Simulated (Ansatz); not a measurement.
# SiC (Moissanite 3C): optical spectrum from first principles, part 2 of 2

What colour and refractive index does SiC (Moissanite 3C) have at this level of theory?

Ansatz 0.2.0; DFT, PBE, plane-wave PAW, default files, scalar-relativistic, independent-particle optical response without local fields.

So far. Step 2 (Ground state and bands): There is a gap, 1.36 eV on the path, so no carriers' term is needed. The cell is left with a pressure of 3.3 GPa, as it stands unrelaxed at this level.

## 3. Spectrum (continued)

At chosen wavelengths:

```tsv
wavelength (nm)	n	k	R (%)	1/α
1550	2.70	0.000	21.1	over 1 mm
1064	2.71	0.000	21.3	over 1 mm
633	2.77	0.000	22.1	over 1 mm
450	2.88	0.000	23.5	over 1 mm
405	2.94	0.000	24.2	over 1 mm
365	3.01	0.000	25.2	over 1 mm
308	3.23	0.000	27.8	over 1 mm
```

A film 1 µm thick would pass 63 % of daylight and look colourless, dimmed by reflection in transmission (x = 0.315, y = 0.331).

The f-sum over the summed bands holds 6.9 of the cell's 8 electrons outside the frozen cores. Up to 22 eV the strength has a mean oscillator energy of 8.2 eV, close to the main peak.

## 4. Static response with local fields

A static field by perturbation theory: the induced potential is included, and the Born charges come with it.

This step: DFT, PBE, plane-wave PAW, default files, scalar-relativistic, static field response by perturbation theory with local fields (Ansatz 0.2.0).

Contents of input.yaml:

```yaml
crystal:
  lattice:
    - [0.0, 2.179, 2.179]
    - [2.179, 0.0, 2.179]
    - [2.179, 2.179, 0.0]
  atoms:
    - { symbol: Si, position: [0.0, 0.0, 0.0] }
    - { symbol: C, position: [0.75, 0.75, 0.75] }
kpoints:
  mp_grid: { grid: [9, 9, 9] }
scf:
  occupations: { method: fixed }
hamiltonian:
  xc: pbe
  pseudopotentials: { kind: paw }
dielectric: {}
```

Run with:

```bash
> ansatz run input.yaml --threads 4 --pin off --max-ram 8192MiB --backend cpu --events-out ev --progress --plain --runs-dir out
```

Output:

```text
[...]
Crystal: 2 atoms, lattice volume = 20.692 Å³
Basis set: ecut = 420 eV, 411 PW (Γ), exchange–correlation on 48×48×48 points (8 copies of the dense FFT grid, shifted against one another)
Bands: 8, of which v1, the nominal top of the filled ones, is band 4 counted from 1 (3 counted from 0)
Symmetry: 24 space group operations
k-points: 125 of 729 (irreducible under 4 space group operations, time reversal used)
[...]
SCF iter   1: F=—  HF=-887.156695 eV  |F-HF|=—  |Δ(HF+E_count)|=         —  Δρ=2.23e-3  dr2=1.05e-3  ethr=1.77e-3  ⟨swp⟩=4.9  Hψ=7065  notcnv=0  defer=205
[...]
SCF iter   6: F=-887.156682 eV  HF=-887.156682 eV  |F-HF|=2.94e-11  |Δ(HF+E_count)|=   1.39e-9  Δρ=4.57e-7  dr2=3.27e-11  ethr=1.25e-12  ⟨swp⟩=3.9  Hψ=3965  notcnv=0
SCF 1 converged in 6 iterations: F = -887.156682 eV  dr2 = 3.27e-11
[...]
DFPT response loops at Γ: preconditioner auto → none (the input reference at scf.mixing.eps_inf says where Resta's filter doesn't serve); β = 0.50; Broyden in place of MSR1
── the response to a field inside a basis, on 10×10×10 k-points: an SCF that follows is theirs, and a resumed run solves both again ──
Bands: 5, of which v1, the nominal top of the filled ones, is band 4 counted from 1 (3 counted from 0)
k-points: 110 of 1000 (irreducible under 6 space group operations, time reversal used)
[...]
Eigensolver: Dense (110 Hₖ)
SCF iter   1: F=—  HF=-887.158208 eV  |F-HF|=—  |Δ(HF+E_count)|=         —  Δρ=3.72e-4  dr2=4.07e-6  ethr=1.00e-1
[...]
SCF iter   4: F=-887.158215 eV  HF=-887.158215 eV  |F-HF|=4.53e-10  |Δ(HF+E_count)|=   4.52e-8  Δρ=3.60e-6  dr2=8.81e-10  ethr=2.10e-9
SCF 1 converged in 4 iterations: F = -887.158215 eV  dr2 = 8.81e-10
[...]
SCF converged after 6 iterations
Free energy (F): -887.156682 eV
[...]
Internal energy: -887.156682 eV  (E = F + TS)
E sigma→0 (E₀):  -887.156682 eV
Fermi energy:    9.479883 eV
[...]
--- Band table (eV; the first three rows and the last of 125) ---
[...]
--- Dielectric response (ions clamped): 3 representative field directions + reference, inside a basis on a mesh of 1000 k-points (Σ response iterations 12) ---
  ε∞ (high-frequency dielectric tensor):
        6.960811    -0.000000    -0.000000
       -0.000000     6.960811     0.000000
       -0.000000     0.000000     6.960811
  Born effective charges Z* (e; rows j = field, columns β = displacement):
    site 0:
         2.71294   -0.00000   -0.00000
         0.00000    2.71294    0.00000
        -0.00000    0.00000    2.71294
    site 1:
        -2.71294    0.00000    0.00000
        -0.00000   -2.71294   -0.00000
         0.00000   -0.00000   -2.71294
  Z* charge neutrality: 9.196e-4 e pre-enforcement
  solved inside a basis spanned on kpoints, on 10×10×10 k-points, its susceptibility summed on 14×14×14: ε∞ is read to err by 2.0e-2, Z* by 9.5e-3 e (field_mesh: kpoints solves on kpoints); Z* is corrected for what the basis lacks
```

Run time: 4.9 s. Hardware: 4 threads of AMD EPYC 7B13 (Zen 3), shared host; peak memory 0.43 GiB.

Read-outs:

| Quantity | Value |
| --- | --- |
| electronic dielectric constant ε∞, mean of the axes | 6.961 |

ε∞ with local fields:

```
6.96 0.00 0.00
0.00 6.96 0.00
0.00 0.00 6.96
```

Diagonal elements. Born, by row:

```tsv
atom	Z*xx (e)	Z*yy (e)	Z*zz (e)
Si1	2.713	2.713	2.713
C2	-2.713	-2.713	-2.713
```

Mean Born charges are Si +2.71 and C -2.71, against formal valences of +4 and -4. They fall short of the ionic values, as in covalent bonds.

## 5. What came out

```yaml
gap_on_the_path: 1.36 eV
least_direct_gap_on_the_path: 4.55 eV
electronic_dielectric_constant_eps_infinity_mean_of_the_axes_independent_particles: 7.20
absorption_onset_first_axis_alpha_over_1e4_cm_minus1_or_the_direct_gap_if_that_lies_higher: 4.55 eV
main_peak_of_im_epsilon_first_axis: 6.83 eV
electronic_dielectric_constant_eps_infinity_mean_of_the_axes_static_response_with_local_fields: 6.96
```

What this shows: At this level (PBE, independent particles) SiC has ε∞ = 7.20 (6.96 with local fields) and n = 2.70 at 1550 nm; absorption sets in near 4.5 eV, and Im ε peaks at 6.8 eV. The gap is indirect (1.36 eV), so absorption without phonons can begin only at the direct gap of 4.55 eV. Lines 0.2 eV wide carry a tail of absorption under the direct gap, past the threshold already at 4.40 eV. Absorption is strong from the direct gap on, 4.55 eV, in the ultraviolet, so the visible is passed, but for phonon-assisted absorption over the indirect gap, which is left out. Im ε has its chief maxima at 6.83 eV (26) and 8.26 eV (16). The f-sum over the summed bands holds 6.9 of the cell's 8 electrons outside the frozen cores. Up to 22 eV the strength has a mean oscillator energy of 8.2 eV, close to the main peak. A film 1 µm thick would pass 63 % of daylight and look colourless, dimmed by reflection in transmission (x = 0.315, y = 0.331). With local fields and the functional's kernel the static response is 6.96 against 7.20 for independent particles (-3 %). In the base spectrum excitons and phonon-assisted transitions are missing, and so are local fields; PBE gaps are as a rule too small, which pulls the onset down and ε∞ up. In the base run ε includes the program's bounded estimate of what the bands above those summed add.

Comparison with the measured values:

| quantity | measured | PBE, no local fields | PBE, local fields |
| --- | --- | --- | --- |
| ε∞ (mean of the tensor) | 6.49 | 7.20 (+10.9 %) | 6.96 (+7.3 %) |

Measured values from arxiv:astro-ph/9903031 (1999).

**Verdict.** The ε∞ is off by +10.9 % at PBE, no local fields: fair agreement. Nearest comes PBE, local fields (+7.3 %). No cell relaxation is part of this session.

[Long decimals in the printed logs are rounded to 6 places.]

[Logs are printed without paths, hosts, clocks, repeated set-up lines and the standing remarks that a program may print on its own settings, such as how far it seeks lower states.]

[Hosts, paths, dates, database ids (printed as entryN), source tags and the programs' standing remarks are cut or masked in the printed files.]

[Where the starting crystal was built by hand or by swapping elements, it need not be the compound's stable phase.]

[The count of steps not shown may lack steps that the program refused or didn't finish.]
